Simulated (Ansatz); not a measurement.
## Ba on Hf(0001): change of the work function: the clean slab

Ansatz 0.2.0; plane-wave DFT, PBE, Ansatz PAW.

Input file input.yaml:

```yaml
crystal:
  lattice:
    - [3.2, 0.0, 0.0]
    - [1.6, 2.7712812921, 0.0]
    - [0.0, 0.0, 25.5936]
  atoms:
    - { symbol: Hf, position: [0.6666666667, 0.6666666667, 0.3516504126] }
    - { symbol: Hf, position: [0.0, 0.0, 0.4505501375] }
    - { symbol: Hf, position: [0.6666666667, 0.6666666667, 0.5494498625] }
    - { symbol: Hf, position: [0.0, 0.0, 0.6483495874] }
kpoints:
  mp_grid: { grid: [12, 12, 1] }
hamiltonian:
  xc: pbe
scf:
  occupations: { method: fermi_dirac, width: 0.1 }
  convergence: { dr2_threshold: 1.0e-08 }
efield:
  axis: 3
  dipole_correction: true
  ramp_position: 0.97
  ramp_width: 0.06
relax:
  f_tol: 0.02
  max_steps: 60
  constraints: [{ sites: [0, 1] }]
output:
  write_potential: true
  write_density: true
  volumetric_format: npy
```

Run with:

```bash
ansatz run input.yaml --threads 4 --pin off --max-ram 16384MiB --backend cpu --events-out ev --progress --plain --runs-dir out
```

Q: Predict the work function, upper face; work function, lower face; and electron's electrostatic potential energy less the Fermi level against z.

In the vacuum the potential turns flat, and its height over the Fermi level, 4.38 eV, is the work function of the face beside that plateau.

Forces are held to the 6 operations that the run works with; a distortion that breaks them can't arise in this run.

The steps of the relaxation:

```csv
step,energy less that of the first step (eV),largest force component (eV/Å)
1,0.0000,0.8192
2,0.0064,1.1135
3,-0.0592,0.1717
4,-0.0611,0.0471
5,-0.0613,0.0017
```

Relaxation step 2 was tried and not accepted.

The atoms that moved most (Å):

```csv
atom,dx,dy,dz,length
Hf3,0.000,0.000,0.108,0.108
Hf4,0.000,0.000,-0.043,0.043
```

The relaxed structure:

```xyz
4
Lattice="3.2000 0.0000 0.0000 1.6000 2.7713 0.0000 0.0000 0.0000 25.5936" Properties=species:S:1:pos:R:3
Hf    3.2000    1.8475    9.0000
Hf    0.0000    0.0000   11.5312
Hf    3.2000    1.8475   14.1708
Hf    0.0000    0.0000   16.5502
```

Numbers from this step:

```
work function, upper face      : 4.332 eV
work function, lower face      : 4.381 eV
dipole along the normal        : 0.002372 e·Å
step between the vacuum levels : -0.04841 eV
```

Running mean over 2.5312 Å of the planar mean; the ramp of the sawtooth is left out. Table of electron's electrostatic potential energy less the Fermi level by z:

```csv
z (Å),electron's electrostatic potential energy less the Fermi level (eV)
3.0,4.38
3.5,4.38
4.0,4.38
4.5,4.37
5.0,4.35
5.5,4.30
6.0,4.13
6.5,3.64
7.0,2.31
7.5,-0.568
8.0,-4.04
8.5,-6.61
9.0,-7.41
9.5,-7.41
10.0,-7.30
10.5,-7.25
11.0,-7.26
11.5,-7.25
12.0,-7.07
12.5,-6.75
13.0,-6.68
13.5,-6.90
14.0,-7.23
14.5,-7.58
15.0,-8.07
15.5,-8.20
16.0,-7.96
16.5,-7.55
17.0,-6.75
17.5,-4.37
18.0,-0.937
18.5,2.06
19.0,3.51
19.5,4.05
20.0,4.24
20.5,4.30
21.0,4.32
21.5,4.33
22.0,4.33
22.5,4.33
```

[Logs are printed without paths, hosts, clocks, repeated set-up lines and the standing remarks that a program may print on its own settings, such as how far it seeks lower states.]

[Hosts, paths, dates, database ids (printed as entryN), source tags and the programs' standing remarks are cut or masked in the printed files.]

[Maps of the electrostatic potential energy from Ansatz leave out the sawtooth potential of an applied field or a dipole correction, so their vacuum need not be flat; planar profiles and work functions include it.]
